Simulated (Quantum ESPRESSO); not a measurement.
# Magnetic state of CuSiO3 from several starts

A self-consistent run ends on one state, which hangs on the start. Several orders of CuSiO3 are started in Quantum ESPRESSO and their energies compared.

Main program and level: Quantum ESPRESSO 7.5; PBEsol; plane waves with GBRV 1.5 PBEsol potentials, no spin-orbit coupling.

## 1. The starting structure

Symmetry: Pmma, No. 51, orthorhombic system. The conventional cell has a = 8.958 Å, b = 2.860 Å, c = 4.918 Å, α = 90.00°, β = 90.00°, γ = 90.00°. Nearest to Si lie 4 O at 1.64 to 1.67 Å. Nearest to Cu lie 4 O at 1.93 Å. O has 1 Si at 1.64 Å and 2 Cu at 1.93 Å nearest. Nearest to O lie 2 Si at 1.67 Å. Farther neighbours and most contacts between anions are not listed.

The cell comes from Materials Project 2023-11-01, a database of computed structures, and need not be the stable phase.

## 2. Start 1: ferro ++

The signs are those of the starting moments on the seeded atoms, the atoms that are given a moment.

pw.in

```
&CONTROL
  calculation = 'scf'
  prefix = 'pwscf'
  outdir = './tmp'
  pseudo_dir = './pseudo'
  disk_io = 'nowf'
/
&SYSTEM
  ibrav = 0
  celldm(1) = 8
  nat = 10
  ntyp = 3
  ecutwfc = 40
  ecutrho = 280
  nbnd = 56
  occupations = 'smearing'
  smearing = 'fd'
  degauss = 0.00367493
  nspin = 2
  starting_magnetization(1) = 0
  starting_magnetization(2) = 0.0526
  starting_magnetization(3) = 0
/
&ELECTRONS
  conv_thr = 2d-08
  electron_maxstep = 150
  mixing_beta = 0.3
/
ATOMIC_SPECIES
Si     28.0850 si_pbesol_v1.uspp.F.UPF
Cu     63.5460 cu_pbesol_v1.2.uspp.F.UPF
O      15.9990 o_pbesol_v1.2.uspp.F.UPF
CELL_PARAMETERS alat
   2.1160536620411    0.0000000000000    0.0000000000000
   0.0000000000000    0.6756368521424    0.0000000000000
   0.0000000000000    0.0000000000000    1.1617648820344
ATOMIC_POSITIONS crystal
Si      0.7500000000    0.5000000000    0.8778590000
Si      0.2500000000    0.5000000000    0.1221410000
Cu      0.5000000000    0.0000000000    0.5000000000
Cu      0.0000000000    0.0000000000    0.5000000000
O       0.5972540000    0.5000000000    0.6956570000
O       0.4027460000    0.5000000000    0.3043430000
O       0.9027460000    0.5000000000    0.6956570000
O       0.0972540000    0.5000000000    0.3043430000
O       0.2500000000    0.0000000000    0.9452320000
O       0.7500000000    0.0000000000    0.0547680000
K_POINTS automatic
2 8 4 0 0 0
```

Run with:

```console
$ OMP_NUM_THREADS=1 mpirun -n 4 pw.x -nk 4 -in pw.in > pw.out
```

The program printed:

```text
Program PWSCF v.7.5 starts

     Message from routine setup:
     using ibrav=0 with symmetry is DISCOURAGED, use correct ibrav instead

     K-points division:     npool     =       4
     Subspace diagonalization in iterative solution of the eigenvalue problem:

     G-vector sticks info
     --------------------
     sticks:   dense  smooth     PW     G-vecs:    dense   smooth      PW
     Sum        2047    1161    357                67303    29045    4961

     Using Slab Decomposition

     bravais-lattice index     =            0
     lattice parameter (alat)  =       8.0000  a.u.
     unit-cell volume          =     850.4097 (a.u.)^3
     number of atoms/cell      =           10
     number of atomic types    =            3
     number of electrons       =        82.00
     number of Kohn-Sham states=           56
     kinetic-energy cutoff     =      40.0000  Ry
     charge density cutoff     =     280.0000  Ry
     scf convergence threshold =      2.0E-08
     mixing beta               =       0.3000
     number of iterations used =            8  plain     mixing
     Exchange-correlation= SLA  PW   PSX  PSC
                           (   1   4  10   8   0   0   0)

     celldm(1)=   8.000000  celldm(2)=   0.000000  celldm(3)=   0.000000
     celldm(4)=   0.000000  celldm(5)=   0.000000  celldm(6)=   0.000000

     crystal axes: (cart. coord. in units of alat)
               a(1) = (   2.116054   0.000000   0.000000 )
               a(2) = (   0.000000   0.675637   0.000000 )
               a(3) = (   0.000000   0.000000   1.161765 )

     reciprocal axes: (cart. coord. in units 2 pi/alat)
               b(1) = (  0.472578  0.000000  0.000000 )
               b(2) = (  0.000000  1.480085  0.000000 )
               b(3) = (  0.000000  0.000000  0.860759 )

     PseudoPot. # 1 for Si read from file:
     si_pbesol_v1.uspp.F.UPF
     Pseudo is Ultrasoft + core correction, Zval =  4.0
     Generated by new atomic code, or converted to UPF format
     Using radial grid of  899 points,  6 beta functions with:
                l(1) =   0
                l(2) =   0
                l(3) =   1
                l(4) =   1
                l(5) =   2
                l(6) =   2
     Q(r) pseudized with  8 coefficients,  rinner =    0.900   0.900   0.900
                                                       0.900   0.900

     PseudoPot. # 2 for Cu read from file:
     cu_pbesol_v1.2.uspp.F.UPF
     Pseudo is Ultrasoft + core correction, Zval = 19.0
     Generated by new atomic code, or converted to UPF format
     Using radial grid of  867 points,  6 beta functions with:
                l(1) =   0
                l(2) =   0
                l(3) =   1
                l(4) =   1
                l(5) =   2
                l(6) =   2
     Q(r) pseudized with  8 coefficients,  rinner =    1.150   1.150   1.150
                                                       1.150   1.150

     PseudoPot. # 3 for O  read from file:
     o_pbesol_v1.2.uspp.F.UPF
     Pseudo is Ultrasoft + core correction, Zval =  6.0
     Generated by new atomic code, or converted to UPF format
     Using radial grid of  737 points,  5 beta functions with:
                l(1) =   0
                l(2) =   0
                l(3) =   1
                l(4) =   1
                l(5) =   2
     Q(r) pseudized with  8 coefficients,  rinner =    0.900   0.900   0.900
                                                       0.900   0.900

     atomic species   valence    mass     pseudopotential
     Si                4.00    28.08500     Si( 1.00)
     Cu               19.00    63.54600     Cu( 1.00)
     O                 6.00    15.99900     O ( 1.00)

     Starting magnetic structure
     atomic species   magnetization
     Si              0.000
     Cu              0.053
     O               0.000

      8 Sym. Ops., with inversion, found ( 4 have fractional translation)

   Cartesian axes

     site n.     atom                  positions (alat units)
         1        Si     tau(   1) = (   1.5870402   0.3378184   1.0198658  )
         2        Si     tau(   2) = (   0.5290134   0.3378184   0.1418991  )
         3        Cu     tau(   3) = (   1.0580268   0.0000000   0.5808824  )
         4        Cu     tau(   4) = (   0.0000000   0.0000000   0.5808824  )
         5        O      tau(   5) = (   1.2638215   0.3378184   0.8081899  )
         6        O      tau(   6) = (   0.8522321   0.3378184   0.3535750  )
         7        O      tau(   7) = (   1.9102590   0.3378184   0.8081899  )
         8        O      tau(   8) = (   0.2057947   0.3378184   0.3535750  )
         9        O      tau(   9) = (   0.5290134   0.0000000   1.0981373  )
        10        O      tau(  10) = (   1.5870402   0.0000000   0.0636275  )

     number of k points=    30  Fermi-Dirac smearing, width (Ry)=  0.0037
                       cart. coord. in units 2pi/alat
        k(    1) = (   0.0000000   0.0000000   0.0000000), wk =   0.0156250
        k(    2) = (   0.0000000   0.0000000   0.2151898), wk =   0.0312500
        k(    3) = (   0.0000000   0.0000000  -0.4303797), wk =   0.0156250
        k(    4) = (   0.0000000   0.1850106   0.0000000), wk =   0.0312500
        k(    5) = (   0.0000000   0.1850106   0.2151898), wk =   0.0625000
        [... 25 further k-points ...]

     Dense  grid:    67303 G-vectors     FFT dimensions: (  96,  30,  50)

     Smooth grid:    29045 G-vectors     FFT dimensions: (  72,  24,  40)

     Check: negative core charge=   -0.000002
     Generating pointlists ...
     new r_m :   0.1594 (alat units)  1.2750 (a.u.) for type    1
     new r_m :   0.1882 (alat units)  1.5055 (a.u.) for type    2
     new r_m :   0.1594 (alat units)  1.2750 (a.u.) for type    3

     Initial potential from superposition of free atoms

     starting charge      79.9987, renormalised to      82.0000
     Starting wfcs are   58 randomized atomic wfcs

     Self-consistent Calculation

     iteration #  1     ecut=    40.00 Ry     beta= 0.30
     Davidson diagonalization with overlap
     ethr =  1.00E-02,  avg # of iterations =  5.0

     total energy              =   -1019.83935273 Ry
     estimated scf accuracy    <       1.17238913 Ry

     total magnetization       =     1.96 Bohr mag/cell
     absolute magnetization    =     2.05 Bohr mag/cell

     iteration #  2     ecut=    40.00 Ry     beta= 0.30
     Davidson diagonalization with overlap
     ethr =  1.43E-03,  avg # of iterations =  2.2

     total energy              =   -1019.96859332 Ry
     estimated scf accuracy    <       0.17062575 Ry

     total magnetization       =     1.54 Bohr mag/cell
     absolute magnetization    =     1.64 Bohr mag/cell

     iteration #  3     ecut=    40.00 Ry     beta= 0.30
     Davidson diagonalization with overlap
     ethr =  2.08E-04,  avg # of iterations =  4.7

     total energy              =   -1019.97856568 Ry
     estimated scf accuracy    <       0.06427584 Ry

     total magnetization       =     1.87 Bohr mag/cell
     absolute magnetization    =     1.98 Bohr mag/cell

     [... further iterations left out ...]

     iteration #  9     ecut=    40.00 Ry     beta= 0.30
     Davidson diagonalization with overlap
     ethr =  1.37E-08,  avg # of iterations =  2.6

     total energy              =   -1019.98546171 Ry
     estimated scf accuracy    <       0.00000163 Ry

     total magnetization       =     1.97 Bohr mag/cell
     absolute magnetization    =     2.15 Bohr mag/cell

     iteration # 10     ecut=    40.00 Ry     beta= 0.30
     Davidson diagonalization with overlap
     ethr =  1.99E-09,  avg # of iterations =  2.9

     total energy              =   -1019.98546273 Ry
     estimated scf accuracy    <       0.00000019 Ry

     total magnetization       =     1.97 Bohr mag/cell
     absolute magnetization    =     2.15 Bohr mag/cell

     iteration # 11     ecut=    40.00 Ry     beta= 0.30
     Davidson diagonalization with overlap
     ethr =  2.30E-10,  avg # of iterations =  3.3

     total energy              =   -1019.98546301 Ry
     estimated scf accuracy    <       0.00000015 Ry

     total magnetization       =     1.97 Bohr mag/cell
     absolute magnetization    =     2.15 Bohr mag/cell

     iteration # 12     ecut=    40.00 Ry     beta= 0.30
     Davidson diagonalization with overlap
     ethr =  1.84E-10,  avg # of iterations =  2.0

     Magnetic moment per site  (integrated on atomic sphere of radius R)
     atom   1 (R=0.159)  charge=  0.5638  magn=  0.0050
     atom   2 (R=0.159)  charge=  0.5638  magn=  0.0050
     atom   3 (R=0.188)  charge= 16.3548  magn=  0.6467
     atom   4 (R=0.188)  charge= 16.3548  magn=  0.6467
     atom   5 (R=0.159)  charge=  4.5521  magn=  0.1322
     atom   6 (R=0.159)  charge=  4.5521  magn=  0.1322
     atom   7 (R=0.159)  charge=  4.5521  magn=  0.1322
     atom   8 (R=0.159)  charge=  4.5521  magn=  0.1322
     atom   9 (R=0.159)  charge=  4.5890  magn=  0.0219
     atom  10 (R=0.159)  charge=  4.5890  magn=  0.0219

     End of self-consistent calculation

     [... lines left out ...]
     the Fermi energy is     6.1644 ev

!    total energy              =   -1019.98546323 Ry
     estimated scf accuracy    <          7.3E-09 Ry
     smearing contrib. (-TS)   =      -0.00042144 Ry
     internal energy E=F+TS    =   -1019.98504179 Ry

     The total energy is F=E-TS. E is the sum of the following terms:
     one-electron contribution =    -932.31636921 Ry
     hartree contribution      =     501.76443397 Ry
     xc contribution           =    -128.96585643 Ry
     ewald contribution        =    -460.46725011 Ry

     total magnetization       =     1.97 Bohr mag/cell
     absolute magnetization    =     2.15 Bohr mag/cell

     convergence has been achieved in  12 iterations

=------------------------------------------------------------------------------=
   JOB DONE.
=------------------------------------------------------------------------------=
```

The job ended after 42 s (4 MPI ranks of AMD EPYC 9R14 (Zen 4), shared host; peak memory 0.72 GiB; 2.8 min of CPU time).

Spin moment in the atom's sphere by atom:

| atom | spin moment in the atom's sphere (μB) |
| --- | --- |
| Si1 | 0.005 |
| Si2 | 0.005 |
| Cu3 | 0.647 |
| Cu4 | 0.647 |
| O5 | 0.132 |
| O6 | 0.132 |
| O7 | 0.132 |
| O8 | 0.132 |
| O9 | 0.022 |
| O10 | 0.022 |

This step gave:

```yaml
smearing_term_ts: 0.005734 eV
magnetization: 1.971 μB
absolute_magnetization: 2.153 μB
final_state: ferromagnetic
```

(Continued in part 2 of 2.)

[Logs and program files are shortened in this print: banners, set-up blocks, solver, clock and traceback lines can be left out without a mark of their own.]

[Logs are printed without paths, hosts, clocks, repeated set-up lines and the standing remarks that a program may print on its own settings, such as how far it seeks lower states.]

[Hosts, paths, dates, database ids (printed as entryN), source tags and the programs' standing remarks are cut or masked in the printed files.]

[Where a cell is said to come from a database of computed structures, the database is the Materials Project.]
